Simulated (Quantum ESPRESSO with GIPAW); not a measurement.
**KF (Carobbiite): NMR parameters from first principles**

Aim: the magnetic shielding of every site in KF (Carobbiite).

What was measured: 19F isotropic shift -133.3 ppm, in “NMR parameters in alkali, alkaline earth and rare earth fluorides from first principle calculations” (2011; arXiv:1105.1645). Shifts are on the scales named with the reference lines below. The 39K shift is 22.6 ppm against aqueous K+, in “Computation of NMR Shielding Constants for Solids Using an Embedded Cluster Approach with DFT, Double-Hybrid DFT, and MP2” (2020; PMC7659039), quoting earlier work.

Main program and level: Quantum ESPRESSO with GIPAW 8.0dev (patched build); DFT, PBE, plane-wave PAW (pslibrary 1.0.0 recipes), scalar-relativistic, GIPAW; a patched development version of the program.

## (1) Set-up

The structure is cubic, space group Fm-3m (No. 225). The conventional cell has a = 5.344 Å, b = 5.344 Å, c = 5.344 Å, α = 90.00°, β = 90.00°, γ = 90.00°. Nearest to K lie 6 F at 2.67 Å. F has 6 K at 2.67 Å nearest. Farther neighbours and most contacts between anions are not listed.

As a file:

```cif
data_structure
_symmetry_space_group_name_H-M 'Fm-3m'
_symmetry_Int_Tables_number 225
_cell_length_a 5.3437
_cell_length_b 5.3437
_cell_length_c 5.3437
_cell_angle_alpha 90.000
_cell_angle_beta 90.000
_cell_angle_gamma 90.000
_cell_volume 152.59
loop_
_atom_site_label
_atom_site_type_symbol
_atom_site_symmetry_multiplicity
_atom_site_Wyckoff_symbol
_atom_site_fract_x
_atom_site_fract_y
_atom_site_fract_z
_atom_site_occupancy
K1 K 4 a 0.00000 0.00000 0.00000 1
F1 F 4 b 0.50000 0.00000 0.00000 1
```

The cell is an entry of the Crystallography Open Database.

A relaxation of the atoms beforehand (Quantum ESPRESSO with GIPAW) moved none by more than 0.003 Å.

## (2) Self-consistent run

GIPAW is a response on top of the ground state, so the wavefunctions come first. Their errors pass straight into the induced current, hence the tight threshold. No empty states are asked for: the response is solved without them. The mesh has a spacing of 0.41 Å⁻¹ at most. The PAW files were made with ld1.x from the pslibrary 1.0.0 recipes, with GIPAW reconstruction switched on (the recipe of F slightly mended, as the packaged one fails to give a sound file).

The input, scf.in:

```
&control
  calculation = 'scf'
  prefix = 'x'
  outdir = './tmp/'
  pseudo_dir = './'
/
&system
  ibrav = 0
  nat = 2
  ntyp = 2
  ecutwfc = 55
  ecutrho = 330
  nbnd = 8
/
&electrons
  conv_thr = 1.0d-10
  mixing_beta = 0.7
  electron_maxstep = 100
/
ATOMIC_SPECIES
  K 39.098 K.pbe-spn-kjpaw_psl.1.0.0-gipaw.UPF
  F 18.998 F.pbe-n-kjpaw_psl.1.0.0-gipaw.UPF
CELL_PARAMETERS angstrom
  0.00000000 2.67185000 2.67185000
  2.67185000 0.00000000 2.67185000
  2.67185000 2.67185000 0.00000000
ATOMIC_POSITIONS crystal
  K 0.00000000 0.00000000 0.00000000
  F 0.50000000 0.50000000 0.50000000
K_POINTS automatic
  5 5 5 0 0 0
```

Run with:

```bash
> mpirun -np 4 pw.x -nk 4 -in scf.in > scf.out
```

The program printed:

```text
using ibrav=0 with symmetry is DISCOURAGED, use correct ibrav instead

     bravais-lattice index     =            0
     lattice parameter (alat)  =       7.1405  a.u.
     unit-cell volume          =     257.4322 (a.u.)^3
     number of atoms/cell      =            2
     number of atomic types    =            2
     number of electrons       =        16.00
     number of Kohn-Sham states=            8
     kinetic-energy cutoff     =      55.0000  Ry
     charge density cutoff     =     330.0000  Ry
     scf convergence threshold =      1.0E-10
     mixing beta               =       0.7000
     number of iterations used =            8  plain     mixing
     Exchange-correlation= SLA-PW-PBX-PBC
                           (   1   4   3   4   0   0   0)
[...]
K                 9.00    39.09800     K ( 1.00)
     F                 7.00    18.99800     F ( 1.00)

     48 Sym. Ops., with inversion, found
[...]
number of k points=    10
[...]
Dense  grid:    26229 G-vectors     FFT dimensions: (  45,  45,  45)

     Smooth grid:    14211 G-vectors     FFT dimensions: (  36,  36,  36)

     Check: negative core charge=   -0.000002

     Initial potential from superposition of free atoms

     starting charge      15.9812, renormalised to      16.0000
     Starting wfcs are   12 randomized atomic wfcs

     Self-consistent Calculation

     iteration #  1     ecut=    55.00 Ry     beta= 0.70
     Davidson diagonalization with overlap
     ethr =  1.00E-02,  avg # of iterations =  1.0

     total energy              =    -172.45784849 Ry
     estimated scf accuracy    <       0.31122286 Ry

     iteration #  2     ecut=    55.00 Ry     beta= 0.70
     Davidson diagonalization with overlap
     ethr =  1.95E-03,  avg # of iterations =  3.3

     total energy              =    -172.50335333 Ry
     estimated scf accuracy    <       0.54265327 Ry

     iteration #  3     ecut=    55.00 Ry     beta= 0.70
     Davidson diagonalization with overlap
     ethr =  1.95E-03,  avg # of iterations =  2.0

     total energy              =    -172.61364193 Ry
     estimated scf accuracy    <       0.00195891 Ry

[...]
total energy              =    -172.61581272 Ry
[...]
iteration # 12     ecut=    55.00 Ry     beta= 0.70
     Davidson diagonalization with overlap
     ethr =  1.11E-12,  avg # of iterations =  1.6

     total energy              =    -172.61581272 Ry
     estimated scf accuracy    <          3.1E-10 Ry

     iteration # 13     ecut=    55.00 Ry     beta= 0.70
     Davidson diagonalization with overlap
     ethr =  1.11E-12,  avg # of iterations =  2.0

     End of self-consistent calculation
     [one-electron energies left out]

!    total energy              =    -172.61581272 Ry
     total all-electron energy =     -1404.267242 Ry
     estimated scf accuracy    <          6.2E-11 Ry

     The total energy is the sum of the following terms:
     one-electron contribution =     -41.43843680 Ry
     hartree contribution      =      29.03607638 Ry
     xc contribution           =     -20.99783849 Ry
     ewald contribution        =     -72.62121304 Ry
     one-center paw contrib.   =     -66.59440078 Ry

     convergence has been achieved in  13 iterations
[...]
JOB DONE.
```

Run time: 4.7 s. Hardware: 4 MPI ranks of Arm Neoverse V1, shared host; peak memory 0.42 GiB.

It converged in 13 cycles to an estimated accuracy of 6e-11 Ry, on 10 irreducible k-points.

## (3) Magnetic response

The job finds the current that a weak uniform field induces (applied as a long wave, q_gipaw) and the field that this current makes at each nucleus. On atoms with p or d valence electrons much of the paramagnetic part arises close to the nucleus, where the PAW partial waves rebuild the true states. pawproj makes the reconstruction use the PAW data sets' own projectors.

The input, nmr.in:

```
&inputgipaw
  job = 'nmr'
  prefix = 'x'
  tmp_dir = './tmp/'
  restart_mode = 'from_scratch'
  verbosity = 'low'
  q_gipaw = 0.01
  spline_ps = .true.
  conv_threshold = 1.0d-11
  use_nmr_macroscopic_shape = .false.
  pawproj(1) = .true.
  pawproj(2) = .true.
/
```

Run with:

```bash
> mpirun -np 4 gipaw.x -in nmr.in > nmr.out
```

The program printed:

```text
[banner, memory and clock lines left out]
[a note of our patched build left out]

     Parallelizing q-star over 1 images

     IMPORTANT: XC functional enforced from input :
     Exchange-correlation= PBE
                           (   1   4   3   4   0   0   0)
     Any further DFT definition will be discarded
     Please, verify this is what you really want

     Check: negative core charge=   -0.000002
[...]
projs nearly linearly dependent: l=0  n1,n2= 1, 2  s=  0.99585241
[...]
alpha_pv=     52.2527 eV

     spline_ps is .false., expect some extrapolation errors

     q-space interpolation up to    66.00 Rydberg

     GIPAW job: nmr
     NMR macroscopic correction: no
[...]
Computing the magnetic susceptibility     isolve=0    ethr=  0.1000E-10
     Starting from scratch
     k-point #    1 of    10      pool #  1    cpu time:       0.5
[...]
End of magnetic susceptibility calculation

     f-sum rule (1st term):
           -15.3545          0.0000          0.0000
             0.0000        -15.3545          0.0000
            -0.0000          0.0000        -15.3545

     f-sum rule (2nd term):
            -0.4529          0.0000          0.0000
             0.0000         -0.4529          0.0000
             0.0000          0.0000         -0.4529

     f-sum rule (should be   -15.8037):
           -15.8074          0.0000          0.0000
             0.0000        -15.8074          0.0000
             0.0000          0.0000        -15.8074

[... susceptibilities left out ...]
     Contributions to the NMR chemical shifts: -------------------------------

     Macroscopic shape contribution in ppm:                    0.00
             0.0000          0.0000          0.0000
             0.0000          0.0000          0.0000
             0.0000          0.0000          0.0000

     Core contribution in ppm:

     Atom  1  K   pos: (  0.000000  0.000000  0.000000)  core sigma:        1193.41
     Atom  2  F   pos: (  0.707107  0.707107  0.707107)  core sigma:         306.42

     Bare contribution in ppm:

     Atom  1  K   pos: (  0.000000  0.000000  0.000000)  bare sigma:         118.09
[...]
Atom  2  F   pos: (  0.707107  0.707107  0.707107)  bare sigma:          83.56
[...]
Diamagnetic contribution in ppm:

     Atom  1  K   pos: (  0.000000  0.000000  0.000000)  dia sigma:          -4.08
[...]
Atom  2  F   pos: (  0.707107  0.707107  0.707107)  dia sigma:          42.91
[...]
Paramagnetic contribution in ppm:

     Atom  1  K   pos: (  0.000000  0.000000  0.000000)  para sigma:        -233.75
[...]
Atom  2  F   pos: (  0.707107  0.707107  0.707107)  para sigma:         140.16
[...]
Paramagnetic US occ-occ contribution in ppm:

     Atom  1  K   pos: (  0.000000  0.000000  0.000000)  para_oo sigma:          -1.49
[...]
Atom  2  F   pos: (  0.707107  0.707107  0.707107)  para_oo sigma:           0.89
[...]
Paramagnetic US L_R Q_R contribution in ppm:

     Atom  1  K   pos: (  0.000000  0.000000  0.000000)  para_lq sigma:         102.70
[...]
Atom  2  F   pos: (  0.707107  0.707107  0.707107)  para_lq sigma:        -315.06
[...]
Total NMR chemical shifts in ppm: ---------------------------------------
     (adopting the Simpson convention for anisotropy and asymmetry)-----------

     Atom  1  K   pos: (  0.000000  0.000000  0.000000)  Total sigma:        1174.90
          1174.8958         -0.0000         -0.0000
            -0.0000       1174.8958         -0.0000
            -0.0000         -0.0000       1174.8958

     K       1    anisotropy:     -0.00    eta:    0.0000
[...]
Atom  2  F   pos: (  0.707107  0.707107  0.707107)  Total sigma:         258.88
           258.8803         -0.0000         -0.0000
             0.0000        258.8803         -0.0000
            -0.0000         -0.0000        258.8803

     F       2    anisotropy:     -0.00    eta:    0.0000
[...]
```

Elapsed: 18 s, on 4 MPI ranks; peak memory 0.31 GiB.

The f-sum rule is met to 0.0037 of 15.8 (0.02 %). Converged shieldings require that this miss be small, but a small miss does not prove them.

From the symmetric part of each tensor, with principal values σ11 ≤ σ22 ≤ σ33: σ_iso is their mean, the span is σ33 − σ11 and the skew 3(σ_iso − σ22)/span. (gipaw.x prints an anisotropy in another convention.)

| site | atom no. | atoms in cell | σ_iso (ppm) | span (ppm) | skew |
| --- | --- | --- | --- | --- | --- |
| K | 1 | 1 | 1174.9 | 0.0 | - |
| F | 2 | 1 | 258.9 | 0.0 | - |

The macroscopic shape term is switched off. For a spherical sample the valence susceptibility of this run would add about 8 ppm to every site, a rough estimate, since the susceptibility converges slowly and lacks part of the PAW terms. Differences within the crystal don't depend on it, but shieldings of different compounds can't be compared to better than a few ppm without it.

K and F sit on cubic site symmetry, where the tensor must be isotropic.

## (4) Sites, surroundings and shifts

Spectra are read against a reference compound, and shifts rise as shieldings fall. A slope other than one corrects for the functional's tendency to overstate or understate differences of shielding.

Reference lines, from the same functional and files: 19F: δ = (120.8 − σ) / 1.162, zero at CFCl3, fitted to 6 measured values, from BaF2, CdF2, LiF, MgF2, NaF and ZnF2, with a scatter of 4.6 ppm r.m.s. (this compound left out) (CaF2 fall off this line, as semilocal functionals put their cations' empty d or f shells too low, and are left out), on σ without the shape term. Kinds of site that fitted badly were split off after the misses were seen, so the scatter is that of the points kept.

Covalently bonded atoms count as neighbours within 1.18 times the sum of their radii. Otherwise a cation's neighbours lie within 1.2 times its shortest bond (1.3 for large cations, each anion's radius taken off where they differ), and an anion's are the cations that count it.

| site | atom no. | atoms in cell | surroundings | bonds (Å) | δ_iso (ppm) |
| --- | --- | --- | --- | --- | --- |
| K | 1 | 1 | KF6 | 2.672 | - |
| F | 2 | 1 | bound to K6 | 2.672 | -118.8 |

Simulated spectrum, 19F MAS at 25 kHz, 9.4 T (376.7 MHz), lines broadened by 2 ppm; rigid lattice, with dipolar and J couplings left out: a single narrow line at -118.8 ppm.

## (5) Other settings and structures

Each row names what was changed: another mesh tests the sampling of the zone; another functional shows how far the paramagnetic term hangs on the exchange-correlation form; another cutoff tests the basis.

Changes of σ_iso (ppm) against the run above (PBE, cutoffs 55 and 330 Ry, mesh 5×5×5, 89 s). Times are CPU times of pw.x and gipaw.x together, on 4 MPI ranks of Arm Neoverse V1, shared host; on a shared host they are rough.

| run | CPU time | f-sum miss | K | F |
| --- | --- | --- | --- | --- |
| mesh 7×7×7 | 2.6 min | 0.0036 | +0.1 | +0.2 |
| LDA | 82 s | 0.0037 | -22.2 | -23.9 |
| cutoffs 40 and 320 Ry (coarse on purpose) | 61 s | 0.012 | -3.9 | +0.2 |
| mesh 4×4×4 (coarse on purpose) | 73 s | 0.0045 | -0.7 | -1.6 |
| Wu-Cohen | 87 s | 0.0037 | -3.8 | -2.8 |

The largest move is -23.9 ppm, on F, from LDA.

## (6) Comparison with the measured values

| quantity | site | measured | calculated | difference |
| --- | --- | --- | --- | --- |
| 19F isotropic shift (ppm) | F | -133.3 | -118.8 | +14.5 |

Without a fitted line the measured shift still tests the calculation: for an exact theory σ + δ is one number for all compounds of a nucleus, up to the shape term, which is left out of σ and differs by some ppm between compounds.

| nucleus, site | σ_iso (ppm) | measured δ (ppm) | σ + δ (ppm) | σ + δ of other compounds, same level |
| --- | --- | --- | --- | --- |
| 39K, K | 1174.9 | 22.6 | 1197.5 | KCl 1200.1, KBr 1201.8 |

## (7) Outcome

```json
{
  "19F shift": "-118.8 ppm",
  "39K shielding without shape term": "1174.9 ppm"
}
```

In words: 19F has one site (bound to K6), with isotropic shift -118.8 ppm. For 39K, σ + δ is 1197.5 ppm here and 1201.0 ppm on average over 2 other sites: with that reference and slope one the shift would be off by +3.5 ppm. Verdict on the shifts: 19F poor, missed by 14.5 ppm at most, 3.1 times the scatter of its line. Going to mesh 7×7×7 changes no isotropic shielding by more than 0.22 ppm, so the main run is converged in that respect. A higher cutoff was not carried through on these files. The cheaper run with cutoffs 40 and 320 Ry takes about 70 % of the time and is off by 0.17 ppm on F, and by 3.9 ppm at most. The largest change with the functional is 23.9 ppm in absolute shielding; part of that drops out once each functional has its own reference line. This build of gipaw.x prints that it is not audited and that its numbers are no references by themselves. It also reports spline_ps as false although the input sets it; why was not traced.

[Banner, clock, file and message-heading lines were taken out of the pw.x and gipaw.x logs.]

[Logs are printed without paths, hosts, clocks, repeated set-up lines and the standing remarks that a program may print on its own settings, such as how far it seeks lower states.]

[Hosts, paths, dates, database ids (printed as entryN), source tags and the programs' standing remarks are cut or masked in the printed files.]

[Where no reference line passes its bar on scatter, no shift is given, so a measured shift of this compound may stand uncompared.]
